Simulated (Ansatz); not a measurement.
Rows from a G0W0 calculation on Sb2Ru (Pnnm) (Ansatz 0.2.0; G0W0 on r2SCAN, plane waves, PAW; 4×4×6 mesh, 330 empty bands, screening to 110 eV, hard PAW files), in eV. Spin-orbit coupling is left out.

| row | k | band | start | Σx | Σc at the solution | Vxc |
| --- | --- | --- | --- | --- | --- | --- |
| A | (0.000, 0.000, 0.333) | v1 | 15.354 | -24.543 | 2.437 | -22.483 |
| B | (0.000, 0.000, 0.333) | c1 | 16.396 | -18.688 | -3.043 | -22.211 |
| C | (0.000, 0.000, 0.333) | v2 | 15.022 | -19.479 | 1.925 | -17.649 |
| D | (-0.500, -0.500, -0.500) | v1 | 16.162 | -16.851 | 0.936 | -15.831 |
| E | (-0.500, -0.500, -0.500) | c1 | 16.977 | -19.424 | -3.760 | -23.712 |
| F | (0.000, 0.000, 0.333) | c2 | 16.962 | -15.130 | -3.321 | -18.729 |

Q: Work out each quasiparticle level and how far it moved.

The quasiparticle equation reads E = start + Σx + Σc(E) − Vxc.

| row | E (eV) | shift (eV) |
| --- | --- | --- |
| A | 15.732 | +0.377 |
| B | 16.876 | +0.481 |
| C | 15.116 | +0.094 |
| D | 16.078 | −0.084 |
| E | 17.505 | +0.528 |
| F | 17.241 | +0.279 |

Limits: not at the basis limit; no spin polarisation; d states lean on the start; no spin-orbit coupling; coarse k mesh.

[Runs of the session that timed out or met a known fault of the program may be left out.]

[Cells called generated may have been cut or substituted from an entry of the Crystallography Open Database or the Materials Project.]

[Hosts, paths, dates, database ids (printed as entryN), source tags and the programs' standing remarks are cut or masked in the printed files.]
